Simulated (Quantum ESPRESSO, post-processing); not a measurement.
# W(100): a series in the number of layers, part 6 of 6

What law, if any, do the results for W(100) follow against the number of layers?

Quantum ESPRESSO 7.5; plane-wave DFT, PBE, GBRV ultrasoft pseudopotentials.

So far. Step 7 (Ground state, 5 layers): Inside the slab this potential holds the local part of the pseudopotentials, which can be repulsive at the nuclei; only its value in the vacuum has a meaning of its own. Step 9 (Relaxation with pw.x, 12 layers): The relaxation lowers the energy by 28 meV an atom. On the free atoms the largest force ends at 0.003 eV/Å.

### 10. Self-consistent run, 12 layers

The input, m6.esm.in:

```
&control
  prefix = 'm6.esm'
  outdir = './out'
  pseudo_dir = './pseudo'
  calculation = 'scf'
  tprnfor = .true.
/
&system
  ibrav = 0
  nat = 12
  ntyp = 1
  ecutwfc = 40
  ecutrho = 200
  occupations = 'smearing'
  smearing = 'mv'
  degauss = 0.02
  assume_isolated = 'esm'
  esm_bc = 'bc1'
/
&electrons
  conv_thr = 1e-08
  mixing_beta = 0.25
  electron_maxstep = 160
  mixing_mode = 'local-TF'
  mixing_ndim = 12
/
ATOMIC_SPECIES
  W   183.8400  w_pbe_v1.2.uspp.F.UPF
CELL_PARAMETERS angstrom
  3.18214897600000 0.00000000000000 0.00000000000000
  0.00000000000000 3.18214897600000 0.00000000000000
  0.00000000000000 0.00000000000000 33.61396608192405
ATOMIC_POSITIONS crystal
  W   0.500000000000 0.500000000000 -0.255984544400
  W   0.000000000000 0.000000000000 -0.214074827400
  W   0.500000000000 0.500000000000 -0.165668064700
  W   0.000000000000 0.000000000000 -0.118334331900
  W   0.500000000000 0.500000000000 -0.071000599200
  W   0.000000000000 0.000000000000 -0.023666866400
  W   0.500000000000 0.500000000000 0.023666866400
  W   0.000000000000 0.000000000000 0.071000599200
  W   0.500000000000 0.500000000000 0.118334331900
  W   0.000000000000 0.000000000000 0.165668064700
  W   0.500000000000 0.500000000000 0.214074827400
  W   0.000000000000 0.000000000000 0.255984544400
K_POINTS automatic
  10 10 1 0 0 0
```

Started as:

```bash
$ OMP_NUM_THREADS=1 mpirun -n 4 pw.x -nk 4 -in m6.esm.in > m6.esm.out
```

Log:

```text
[banner, memory and clock lines left out]
Program PWSCF v.7.5 starts

          URL

     Message from routine setup:
     using ibrav=0 with symmetry is DISCOURAGED, use correct ibrav instead

     G-vector sticks info

     bravais-lattice index     =            0
     lattice parameter (alat)  =       6.0134  a.u.
     unit-cell volume          =    2296.9808 (a.u.)^3
     number of atoms/cell      =           12
     number of atomic types    =            1
     number of electrons       =       168.00
     number of Kohn-Sham states=          101
     kinetic-energy cutoff     =      40.0000  Ry
     charge density cutoff     =     200.0000  Ry
     scf convergence threshold =      1.0E-08
     mixing beta               =       0.2500
     number of iterations used =           12  local-TF  mixing
     Exchange-correlation= SLA  PW   PBE  PBE
                           (   1   4   3   4   0   0   0)

     Effective Screening Medium Method
     Boundary Conditions: Vacuum-Slab-Vacuum
     total charge in unit cell        =   0.0000
     grid points for fit at edges     =        4

     celldm(1)=   6.013390  celldm(2)=   0.000000  celldm(3)=   0.000000
     celldm(4)=   0.000000  celldm(5)=   0.000000  celldm(6)=   0.000000

     crystal axes: (cart. coord. in units of alat)
               a(1) = (   1.000000   0.000000   0.000000 )
               a(2) = (   0.000000   1.000000   0.000000 )
               a(3) = (   0.000000   0.000000  10.563291 )

     reciprocal axes: (cart. coord. in units 2 pi/alat)
               b(1) = (  1.000000  0.000000  0.000000 )
               b(2) = (  0.000000  1.000000  0.000000 )
               b(3) = (  0.000000  0.000000  0.094667 )

     PseudoPot. # 1 for W  read from file:
     ./pseudo/w_pbe_v1.2.uspp.F.UPF
     Pseudo is Ultrasoft + core correction, Zval = 14.0
     Generated by new atomic code, or converted to UPF format
     Using radial grid of  923 points,  8 beta functions with:
                l(1) =   0
                l(2) =   0
                l(3) =   0
                l(4) =   1
                l(5) =   1
                l(6) =   2
                l(7) =   2
                l(8) =   3
     Q(r) pseudized with  6 coefficients,  rinner =    1.350   1.350   1.350
                                                       1.350   1.350   1.350
                                                       1.350

     atomic species   valence    mass     pseudopotential
     W                14.00   183.84000     W ( 1.00)

     16 Sym. Ops., with inversion, found ( 8 have fractional translation)

   Cartesian axes

     site n.     atom                  positions (alat units)
         1        W      tau(   1) = (   0.5000000   0.5000000  -2.7040393  )
         2        W      tau(   2) = (   0.0000000   0.0000000  -2.2613347  )
[...]
iteration # 17     ecut=    40.00 Ry     beta= 0.25
     Davidson diagonalization with overlap
     ethr =  6.70E-06,  avg # of iterations =  1.0

     negative rho (up, down):  8.022E-01 0.000E+00

     total energy              =   -1909.28550839 Ry
     estimated scf accuracy    <       0.02354797 Ry

     iteration # 18     ecut=    40.00 Ry     beta= 0.25
     Davidson diagonalization with overlap
     ethr =  6.70E-06,  avg # of iterations =  1.0

     negative rho (up, down):  8.000E-01 0.000E+00

     total energy              =   -1909.26818661 Ry
     estimated scf accuracy    <       0.01554568 Ry

     iteration # 19     ecut=    40.00 Ry     beta= 0.25
     Davidson diagonalization with overlap
     ethr =  6.70E-06,  avg # of iterations =  9.7

     negative rho (up, down):  8.000E-01 0.000E+00

     total energy              =   -1909.27585884 Ry
     estimated scf accuracy    <       0.01485625 Ry

     iteration # 20     ecut=    40.00 Ry     beta= 0.25
     Davidson diagonalization with overlap
     ethr =  6.70E-06,  avg # of iterations =  1.6

     negative rho (up, down):  8.018E-01 0.000E+00

     total energy              =   -1909.27639133 Ry
     estimated scf accuracy    <       0.00862204 Ry

     iteration # 21     ecut=    40.00 Ry     beta= 0.25
     Davidson diagonalization with overlap
     ethr =  5.13E-06,  avg # of iterations =  3.1

     negative rho (up, down):  8.026E-01 0.000E+00

     total energy              =   -1909.27813610 Ry
     estimated scf accuracy    <       0.02018488 Ry

     iteration # 22     ecut=    40.00 Ry     beta= 0.25
     Davidson diagonalization with overlap
     ethr =  5.13E-06,  avg # of iterations =  1.4

     negative rho (up, down):  8.029E-01 0.000E+00

     total energy              =   -1909.27763525 Ry
     estimated scf accuracy    <       0.02371614 Ry

     iteration # 23     ecut=    40.00 Ry     beta= 0.25
     Davidson diagonalization with overlap
     ethr =  5.13E-06,  avg # of iterations =  1.0

     negative rho (up, down):  8.037E-01 0.000E+00

     total energy              =   -1909.27877681 Ry
     estimated scf accuracy    <       0.02289635 Ry

     iteration # 24     ecut=    40.00 Ry     beta= 0.25
     Davidson diagonalization with overlap
     ethr =  5.13E-06,  avg # of iterations =  2.0

     negative rho (up, down):  8.065E-01 0.000E+00

     total energy              =   -1909.26619536 Ry
     estimated scf accuracy    <       0.02862835 Ry

     iteration # 25     ecut=    40.00 Ry     beta= 0.25
     Davidson diagonalization with overlap
     ethr =  5.13E-06,  avg # of iterations =  7.4

     negative rho (up, down):  8.065E-01 0.000E+00

     total energy              =   -1909.27154386 Ry
     estimated scf accuracy    <       0.00072307 Ry

     iteration # 26     ecut=    40.00 Ry     beta= 0.25
     Davidson diagonalization with overlap
     ethr =  4.30E-07,  avg # of iterations =  9.7

     negative rho (up, down):  8.061E-01 0.000E+00

     total energy              =   -1909.27250318 Ry
     estimated scf accuracy    <       0.00046834 Ry

     iteration # 27     ecut=    40.00 Ry     beta= 0.25
     Davidson diagonalization with overlap
     ethr =  2.79E-07,  avg # of iterations =  2.7

     negative rho (up, down):  8.059E-01 0.000E+00

     total energy              =   -1909.27300435 Ry
     estimated scf accuracy    <       0.00019065 Ry

     iteration # 28     ecut=    40.00 Ry     beta= 0.25
     Davidson diagonalization with overlap
```

Wall time 18 min (4 MPI ranks of Arm Neoverse N1, shared host); peak memory 1.6 GiB.

Residual by cycle:

cycle, log10 residual and a bar from the least value:
```
        1        0.5 ##############################
        3       -0.5 #######################
        6       -0.8 #####################
        8       -1.2 ##################
       10       -1.3 #################
       13       -1.8 #############
       15       -1.6 ###############
       18       -1.8 ##############
       20       -2.1 ############
       22       -1.6 ###############
       25       -3.1 ####
       27       -3.7
```

The run was cut off at its time limit.

After 27 cycles the residual stands at 1.9e-4.

### 11. Relaxing the ions, 14 layers

System of this step: W(100), 14 layers. The cell holds 14 atoms: 14 W. Its edges and angles: a = 3.182 Å, b = 3.182 Å, c = 36.796 Å, α = 90.0°, β = 90.0°, γ = 90.0°. It derives from W. Vacuum lies along c.

The input, m7.relax.in:

```
&control
  prefix = 'm7.relax'
  outdir = './out'
  pseudo_dir = './pseudo'
  nstep = 40
  forc_conv_thr = 0.001
  calculation = 'relax'
/
&system
  ibrav = 0
  nat = 14
  ntyp = 1
  ecutwfc = 40
  ecutrho = 200
  occupations = 'smearing'
  smearing = 'mv'
  degauss = 0.02
/
&electrons
  conv_thr = 1e-08
  mixing_beta = 0.4
  electron_maxstep = 120
  mixing_mode = 'local-TF'
/
&ions
/
ATOMIC_SPECIES
  W   183.8400  w_pbe_v1.2.uspp.F.UPF
CELL_PARAMETERS angstrom
  3.18214897600000 0.00000000000000 0.00000000000000
  0.00000000000000 3.18214897600000 0.00000000000000
  0.00000000000000 0.00000000000000 36.79611505792404
ATOMIC_POSITIONS crystal
  W   0.500000000000 0.500000000000 0.218938149973
  W   0.000000000000 0.000000000000 0.262178434592
  W   0.500000000000 0.500000000000 0.305418719212 0 0 0
  W   0.000000000000 0.000000000000 0.348659003831 0 0 0
  W   0.500000000000 0.500000000000 0.391899288451 0 0 0
  W   0.000000000000 0.000000000000 0.435139573071 0 0 0
  W   0.500000000000 0.500000000000 0.478379857690 0 0 0
  W   0.000000000000 0.000000000000 0.521620142310 0 0 0
  W   0.500000000000 0.500000000000 0.564860426929 0 0 0
  W   0.000000000000 0.000000000000 0.608100711549 0 0 0
  W   0.500000000000 0.500000000000 0.651340996169 0 0 0
  W   0.000000000000 0.000000000000 0.694581280788 0 0 0
  W   0.500000000000 0.500000000000 0.737821565408
  W   0.000000000000 0.000000000000 0.781061850027
K_POINTS automatic
  10 10 1 0 0 0
```

Started as:

```bash
$ OMP_NUM_THREADS=1 mpirun -n 4 pw.x -nk 4 -in m7.relax.in > m7.relax.out
```

Log:

```text
[banner, memory and clock lines left out]
Program PWSCF v.7.5 starts

          URL

     Message from routine setup:
     using ibrav=0 with symmetry is DISCOURAGED, use correct ibrav instead

     G-vector sticks info

     bravais-lattice index     =            0
     lattice parameter (alat)  =       6.0134  a.u.
     unit-cell volume          =    2514.4302 (a.u.)^3
     number of atoms/cell      =           14
     number of atomic types    =            1
     number of electrons       =       196.00
     number of Kohn-Sham states=          118
     kinetic-energy cutoff     =      40.0000  Ry
     charge density cutoff     =     200.0000  Ry
     scf convergence threshold =      1.0E-08
     mixing beta               =       0.4000
     number of iterations used =            8  local-TF  mixing
     energy convergence thresh.=      1.0E-04
     force convergence thresh. =      1.0E-03
     Exchange-correlation= SLA  PW   PBE  PBE
                           (   1   4   3   4   0   0   0)
     nstep                     =           40

     celldm(1)=   6.013390  celldm(2)=   0.000000  celldm(3)=   0.000000
     celldm(4)=   0.000000  celldm(5)=   0.000000  celldm(6)=   0.000000

     crystal axes: (cart. coord. in units of alat)
               a(1) = (   1.000000   0.000000   0.000000 )
               a(2) = (   0.000000   1.000000   0.000000 )
               a(3) = (   0.000000   0.000000  11.563291 )

     reciprocal axes: (cart. coord. in units 2 pi/alat)
               b(1) = (  1.000000  0.000000  0.000000 )
               b(2) = (  0.000000  1.000000  0.000000 )
               b(3) = (  0.000000  0.000000  0.086481 )

     PseudoPot. # 1 for W  read from file:
     ./pseudo/w_pbe_v1.2.uspp.F.UPF
     Pseudo is Ultrasoft + core correction, Zval = 14.0
     Generated by new atomic code, or converted to UPF format
     Using radial grid of  923 points,  8 beta functions with:
                l(1) =   0
                l(2) =   0
                l(3) =   0
                l(4) =   1
                l(5) =   1
                l(6) =   2
                l(7) =   2
                l(8) =   3
     Q(r) pseudized with  6 coefficients,  rinner =    1.350   1.350   1.350
                                                       1.350   1.350   1.350
                                                       1.350

     atomic species   valence    mass     pseudopotential
     W                14.00   183.84000     W ( 1.00)

     16 Sym. Ops., with inversion, found ( 8 have fractional translation)

   Cartesian axes

     site n.     atom                  positions (alat units)
         1        W      tau(   1) = (   0.5000000   0.5000000   2.5316456  )
         2        W      tau(   2) = (   0.0000000   0.0000000   3.0316456  )
[...]
one-electron contribution =  -24411.80021336 Ry
     hartree contribution      =   12247.80713428 Ry
     xc contribution           =    -576.93330883 Ry
     ewald contribution        =   10513.38019789 Ry

     convergence has been achieved in  13 iterations

     negative rho (up, down):  9.375E-01 0.000E+00

     Forces acting on atoms (cartesian axes, Ry/au):

     atom    1 type  1   force =     0.00000000    0.00000000    0.02445001
     atom    2 type  1   force =     0.00000000    0.00000000   -0.00742189
     atom    3 type  1   force =     0.00000000    0.00000000   -0.00740323
     atom    4 type  1   force =     0.00000000    0.00000000   -0.00910539
     atom    5 type  1   force =     0.00000000    0.00000000   -0.00142859
     atom    6 type  1   force =     0.00000000    0.00000000    0.00085492
     atom    7 type  1   force =     0.00000000    0.00000000   -0.00647804
     atom    8 type  1   force =     0.00000000    0.00000000    0.00647804
     atom    9 type  1   force =     0.00000000    0.00000000   -0.00085492
     atom   10 type  1   force =     0.00000000    0.00000000    0.00142859
     atom   11 type  1   force =     0.00000000    0.00000000    0.00910539
     atom   12 type  1   force =     0.00000000    0.00000000    0.00740323
     atom   13 type  1   force =     0.00000000    0.00000000    0.00742189
     atom   14 type  1   force =     0.00000000    0.00000000   -0.02445001

     Total force =     0.036136     Total SCF correction =     0.000106
     Energy error            =      7.6E-03 Ry
     Gradient error          =      2.4E-02 Ry/Bohr

     number of scf cycles    =   3
     number of bfgs steps    =   2

     energy             old  =   -2227.5364955353 Ry
     energy             new  =   -2227.5441122692 Ry

     CASE: energy            _new < energy            _old

     new trust radius        =       0.0599328808 bohr
     new conv_thr            =       0.0000000024 Ry

ATOMIC_POSITIONS (crystal)
W                0.5000000000        0.5000000000        0.2217703171
W                0.0000000000        0.0000000000        0.2600904041
W                0.5000000000        0.5000000000        0.3054187192    0   0   0
W                0.0000000000        0.0000000000        0.3486590038    0   0   0
W                0.5000000000        0.5000000000        0.3918992885    0   0   0
W                0.0000000000        0.0000000000        0.4351395731    0   0   0
W                0.5000000000        0.5000000000        0.4783798577    0   0   0
W                0.0000000000        0.0000000000        0.5216201423    0   0   0
W                0.5000000000        0.5000000000        0.5648604269    0   0   0
W                0.0000000000        0.0000000000        0.6081007115    0   0   0
W                0.5000000000        0.5000000000        0.6513409962    0   0   0
W                0.0000000000        0.0000000000        0.6945812808    0   0   0
W                0.5000000000        0.5000000000        0.7399095959
W                0.0000000000        0.0000000000        0.7782296829

     XML data file
     NEW-OLD atomic charge density approx. for the potential

     negative rho (up, down):  9.411E-01 0.000E+00

     per-process dynamical memory:   302.3 Mb

     Self-consistent Calculation

     iteration #  1     ecut=    40.00 Ry     beta= 0.40
     Davidson diagonalization with overlap
[key lines of the parts left out:]
!    total energy              =   -2227.54411227 Ry
the Fermi energy is    11.8416 ev
```

Run time: 40 min. Hardware: 4 MPI ranks; peak memory 1.9 GiB.

The run was cut off at the time limit before the relaxation met all its tests.

### 12. The series side by side

The series in one table:

| the number of layers | energy (eV) | work function (eV) |
| --- | --- | --- |
| 4 layers | -8655.6546 | 4.143 |
| 5 layers | -10820.7169 | 4.149 |
| 6 layers | -12985.9238 | 4.181 |
| 7 layers | -15151.1165 | 4.125 |
| 8 layers | -17316.2599 | 4.138 |

### 13. A check by hand

γ = intercept/(2A) = 5.1799 eV / (2 × 10.126 Å²) × 16.02 = 4.10 J/m².

### 14. Summary of results

```yaml
surface_energy_from_the_intercept: 4.10 J/m²
work_function_at_8_layers: 4.14 eV
```

**Reading.** The series holds 5 members; surface energy from the intercept: 4.10 J/m²; work function at 8 layers: 4.14 eV (PBE, GBRV ultrasoft). A line through the energies of all but the thinnest slab has a slope of -2165.1822 eV a layer and leaves residuals that spread over 39 meV, worth 0.03 J/m². The bulk run gives -2165.1711 eV a layer, +11.1 meV from that slope; used for the thickest slab it would give 4.04 J/m². The work function spans 4.12 to 4.18 eV and over the last three members 0.06 eV. 3 of the planned members gave no usable result. Unreconstructed faces. One mesh, so part of the swing with thickness is sampling.

Comparison with the measured values:

| quantity | measured | PBE, 8 layers |
| --- | --- | --- |
| work function (clean (100) face, which reconstructs) (eV) | 4.65 | 4.14 (-0.51 eV) |

Measured values from arxiv:1902.07811 (2019).

Verdict: The work function is off by -0.51 eV: a clear miss. The grades are ours: good and fair within 3 and 7 % for the work function. Other measurements of the same face can differ from the value quoted by 0.1 to 0.2 eV.

[Logs are printed without paths, hosts, clocks, repeated set-up lines and the standing remarks that a program may print on its own settings, such as how far it seeks lower states.]

[Hosts, paths, dates, database ids (printed as entryN), source tags and the programs' standing remarks are cut or masked in the printed files.]

[Maps of the electrostatic potential energy from Ansatz leave out the sawtooth potential of an applied field or a dipole correction, so their vacuum need not be flat; planar profiles and work functions include it.]
